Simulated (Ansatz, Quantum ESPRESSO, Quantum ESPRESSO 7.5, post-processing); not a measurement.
# The basal face of Re: relaxation and work function

Wanted: relaxation and work function of Re(0001).

Calculated with Quantum ESPRESSO 7.5; plane-wave DFT, PBE, GBRV ultrasoft pseudopotentials (geometry and cross-check by Ansatz 0.2.0 with PAW datasets; geometry under PBE).

Experimental background.

“Anisotropic work function of elemental crystals” (2019, arxiv:1902.07811) quotes from earlier work for Re (clean single-crystal faces): work function of (0001) (clean (0001) face) 5.15 eV.

Most raw output is cut from this account.

### 1. Starting point

The cell holds 6 atoms: 6 Re. Its edges and angles: a = 2.760 Å, b = 2.760 Å, c = 27.143 Å, α = 90.0°, β = 90.0°, γ = 60.0°. It derives from Re. Vacuum lies along c.

### 2. Relaxation with Ansatz of (0001)

A relaxation in Ansatz fixes the structure of this slab for the runs on it.

Input file input.yaml:

```yaml
crystal:
  lattice:
    - [2.76, 0.0, 0.0]
    - [1.38, 2.3902301144, 0.0]
    - [0.0, 0.0, 27.1435]
  atoms:
    - { symbol: Re, position: [0.6666666667, 0.6666666667, 0.2947298617] }
    - { symbol: Re, position: [0.0, 0.0, 0.376837917] }
    - { symbol: Re, position: [0.6666666667, 0.6666666667, 0.4589459723] }
    - { symbol: Re, position: [0.0, 0.0, 0.5410540277] }
    - { symbol: Re, position: [0.6666666667, 0.6666666667, 0.623162083] }
    - { symbol: Re, position: [0.0, 0.0, 0.7052701383] }
kpoints:
  mp_grid: { grid: [12, 12, 1] }
hamiltonian:
  xc: pbe
scf:
  occupations: { method: fermi_dirac, width: 0.1 }
  convergence: { dr2_threshold: 1.0e-08 }
efield:
  axis: 3
  dipole_correction: true
  ramp_position: 0.97
  ramp_width: 0.04
relax:
  f_tol: 0.01
  constraints: [{ sites: [2, 3] }]
output:
  write_potential: true
  write_density: true
  volumetric_format: npy
```

Run with:

```console
$ ansatz run input.yaml --threads 2 --pin off --max-ram 4096MiB --backend cpu --events-out ev --progress --plain --runs-dir out
```

The job ended after 45 s (2 threads of Arm Neoverse V1, shared host; peak memory 0.48 GiB).

Relaxation path:

| step | energy less that of the first step (eV) | largest force component (eV/Å) |
| --- | --- | --- |
| 1 | 0.0000 | 1.3381 |
| 2 | 0.0562 | 1.8389 |
| 3 | -0.1410 | 0.2779 |
| 4 | -0.1465 | 0.0484 |
| 5 | -0.1476 | 0.0039 |

Relaxation step 2 was tried and not accepted.

Forces are held to the 6 operations that the run works with; a distortion that breaks them can't arise in this run.

The atoms that moved most (Å):

| atom | dx | dy | dz | length |
| --- | --- | --- | --- | --- |
| Re5 | 0.000 | 0.000 | 0.092 | 0.092 |
| Re2 | 0.000 | 0.000 | -0.092 | 0.092 |
| Re1 | 0.000 | 0.000 | 0.019 | 0.019 |
| Re6 | 0.000 | 0.000 | -0.019 | 0.019 |

Final coordinates:

```cif
data_structure
_symmetry_space_group_name_H-M 'P 1'
_symmetry_Int_Tables_number 1
_cell_length_a 2.7600
_cell_length_b 2.7600
_cell_length_c 27.1435
_cell_angle_alpha 90.000
_cell_angle_beta 90.000
_cell_angle_gamma 60.000
_cell_volume 179.07
loop_
_atom_site_label
_atom_site_type_symbol
_atom_site_fract_x
_atom_site_fract_y
_atom_site_fract_z
_atom_site_occupancy
Re1 Re 0.66667 0.66667 0.29541 1
Re2 Re 0.00000 0.00000 0.37345 1
Re3 Re 0.66667 0.66667 0.45895 1
Re4 Re 0.00000 0.00000 0.54105 1
Re5 Re 0.66667 0.66667 0.62655 1
Re6 Re 0.00000 0.00000 0.70459 1
```

The relaxation lowers the energy by 25 meV an atom. Held were the atoms numbered 3 and 4; the forces quoted are those on the free ones.

This step gave:

| Property | Result |
| --- | --- |
| free energy | -65206.3477 eV |
| energy at zero smearing | -65206.2653 eV |
| smearing term TS | 0.1648 eV |
| Fermi energy | 9.369 eV |
| symmetry operations | 6 |
| work function of the upper face | 4.957 eV |
| work function of the lower face | 4.957 eV |
| dipole along the normal | -3.64e-6 e·Å |

### 3. Ground state of (0001), PBE

Both faces of the slab are alike, so a plain periodic cell serves and symmetry is kept.

Level of this step: plane-wave DFT, PBE, GBRV ultrasoft pseudopotentials (Quantum ESPRESSO 7.5).

Input file 0001.pbe.in:

```
&control
  prefix = '0001.pbe'
  outdir = './out'
  pseudo_dir = './pseudo'
  calculation = 'scf'
  tprnfor = .true.
/
&system
  ibrav = 0
  nat = 6
  ntyp = 1
  ecutwfc = 40
  ecutrho = 200
  occupations = 'smearing'
  smearing = 'mv'
  degauss = 0.02
/
&electrons
  conv_thr = 1e-07
  mixing_beta = 0.4
  electron_maxstep = 120
  mixing_mode = 'local-TF'
/
ATOMIC_SPECIES
  Re  186.2070  re_pbe_v1.2.uspp.F.UPF
CELL_PARAMETERS angstrom
  2.75999999997399 0.00000000000000 0.00000000000000
  1.37999999998699 2.39023011442253 0.00000000000000
  0.00000000000000 0.00000000000000 27.14350000000000
ATOMIC_POSITIONS crystal
  Re  0.666666666667 0.666666666667 0.295414157840
  Re  0.000000000000 -0.000000000000 0.373453959065
  Re  0.666666666667 0.666666666667 0.458945972300
  Re  0.000000000000 0.000000000000 0.541054027700
  Re  0.666666666667 0.666666666667 0.626546113364
  Re  0.000000000000 -0.000000000000 0.704585854857
K_POINTS automatic
  12 12 1 0 0 0
```

Run with:

```console
$ OMP_NUM_THREADS=1 mpirun -n 2 pw.x -nk 2 -in 0001.pbe.in > 0001.pbe.out
```

Elapsed: 2.1 min, on 2 MPI ranks; peak memory 0.75 GiB.

This step gave:

- free energy: -15561.8969 eV
- Fermi energy: 9.544 eV

### 4. Potential by pp.x of (0001)

The vacuum level is read from the electrostatic potential (plot_num = 11), averaged over planes.

Input file 0001.pbe.pot.in:

```
&inputpp
  prefix = '0001.pbe'
  outdir = './out'
  filplot = '0001.pbe.pot.dat'
  plot_num = 11
/
```

Run with:

```console
$ OMP_NUM_THREADS=1 mpirun -n 2 pp.x -in 0001.pbe.pot.in > 0001.pbe.pot.out
```

Run time: 1.3 s. Hardware: 2 MPI ranks; peak memory 0.28 GiB.

This step gave:

| Quantity | Value |
| --- | --- |
| work function of the upper face | 4.962 eV |
| slope of the potential above | 5.88e-4 eV/Å |
| upper vacuum line continued to the top atoms, over the Fermi level | 4.959 eV |
| work function of the lower face | 4.962 eV |
| slope of the potential below | -3.59e-4 eV/Å |
| lower vacuum line continued to the bottom atoms, over the Fermi level | 4.960 eV |

The potential energy, planar mean oscillates, so the rows of the table below give means over windows of 2.26 Å about each position, cut where the curve ends. Its maxima inside the range that stand out by 2 % of the span (Å: eV): 9.0: -3.24, 11.3: -1.36, 13.6: -2.05, 15.8: -1.36, 18.1: -3.24. Its minima: 8.1: -14.3, 10.0: -14.6, 12.3: -14.5, 14.8: -14.5, 17.2: -14.6, 19.0: -14.3.

Electrostatic potential energy of an electron; zero at the Fermi level. Potential energy, planar mean against z; means over each step:

z (Å), potential energy, planar mean (eV) and a bar from the least value:
```
     1.13        5.0 ##############################
     3.39        5.0 ##############################
     5.65        4.4 #############################
     7.91       -9.2 #
    10.17       -9.7 
    12.43       -9.5 
    14.69       -9.5 
    16.95       -9.7 
    19.21       -9.2 #
    21.47        4.3 #############################
    23.73        5.0 ##############################
    25.99        5.0 ##############################
```

### 5. SCF with pw.x of (0001), PBEsol

The same atoms under a second functional.

Level of this step: plane-wave DFT, PBEsol, GBRV ultrasoft pseudopotentials (Quantum ESPRESSO 7.5).

0001.pbesol.in is the input of step 3 with these lines changed:

```diff
@@ -1,3 +1,3 @@
 &control
-  prefix = '0001.pbe'
+  prefix = '0001.pbesol'
   outdir = './out'
@@ -24,3 +24,3 @@
 ATOMIC_SPECIES
-  Re  186.2070  re_pbe_v1.2.uspp.F.UPF
+  Re  186.2070  re_pbesol_v1.2.uspp.F.UPF
 CELL_PARAMETERS angstrom
```

Run with:

```console
$ OMP_NUM_THREADS=1 mpirun -n 2 pw.x -nk 2 -in 0001.pbesol.in > 0001.pbesol.out
```

Wall time 2.3 min (2 MPI ranks); peak memory 0.75 GiB; 4.6 min of CPU time.

Read from the output:

```
free energy  : -15538.6528 eV
Fermi energy : 9.399 eV
```

### 6. Potential by pp.x of (0001)

Input file 0001.pbesol.pot.in:

```
&inputpp
  prefix = '0001.pbesol'
  outdir = './out'
  filplot = '0001.pbesol.pot.dat'
  plot_num = 11
/
```

Run with:

```console
$ OMP_NUM_THREADS=1 mpirun -n 2 pp.x -in 0001.pbesol.pot.in > 0001.pbesol.pot.out
```

Run time: 1.3 s. Hardware: 2 MPI ranks; peak memory 0.28 GiB; 2.4 s of CPU time.

Read from the output:

```
work function of the upper face                                       : 5.078 eV
slope of the potential above                                          : 5.31e-4 eV/Å
upper vacuum line continued to the top atoms, over the Fermi level    : 5.076 eV
work function of the lower face                                       : 5.079 eV
slope of the potential below                                          : -3.20e-4 eV/Å
lower vacuum line continued to the bottom atoms, over the Fermi level : 5.077 eV
```

On (0001) the work function under PBEsol lies +0.12 eV from PBE's.

### 7. The series side by side

All levels:

| level | work function (eV) | Ansatz, PBE (eV) | CPU time (s) |
| --- | --- | --- | --- |
| (0001), PBE | 4.962 | 4.957 | 249.2 |
| (0001), PBEsol | 5.078 | - | 277.2 |

### 8. Worked from the printed numbers

For (0001) under PBE, on the run's own zero: φ = 14.506 − (9.544) = 4.962 eV.

### 9. Results

```yaml
work_function_of_0001_pbe: 4.96 eV
work_function_of_0001_pbesol: 5.08 eV
```

Under PBE the work function is 4.96 eV on (0001). PBEsol lies +0.12 eV from PBE on the same atoms. The top two spacings change by -5.0 and +4.1 % on (0001). Ansatz, with Fermi-Dirac smearing and its own datasets, agrees within 0.01 eV under PBE. The slabs are thin and unreconstructed, at the tabulated lattice constant; thickness and mesh leave some 0.05 to 0.1 eV open. PBE lies under the measured values on every face, as gradient-corrected functionals often do. Spin-orbit coupling is left out; depending on the atoms that carry the levels of interest, it can split and shift them by tenths of an eV to an eV or more.

Computed beside measured:

| quantity | measured | PBE | PBEsol |
| --- | --- | --- | --- |
| work function of (0001) (eV) | 5.15 | 4.96 (-0.19 eV) | 5.08 (-0.07 eV) |

Measured values from arxiv:1902.07811 (2019).

Verdict: The grades are ours: good and fair within 3 and 7 % for the work function of (0001). Other measurements of the same face can differ from the value quoted by 0.1 to 0.2 eV.

[Logs are printed without paths, hosts, clocks, repeated set-up lines and the standing remarks that a program may print on its own settings, such as how far it seeks lower states.]

[Hosts, paths, dates, database ids (printed as entryN), source tags and the programs' standing remarks are cut or masked in the printed files.]

[Maps of the electrostatic potential energy from Ansatz leave out the sawtooth potential of an applied field or a dipole correction, so their vacuum need not be flat; planar profiles and work functions include it.]
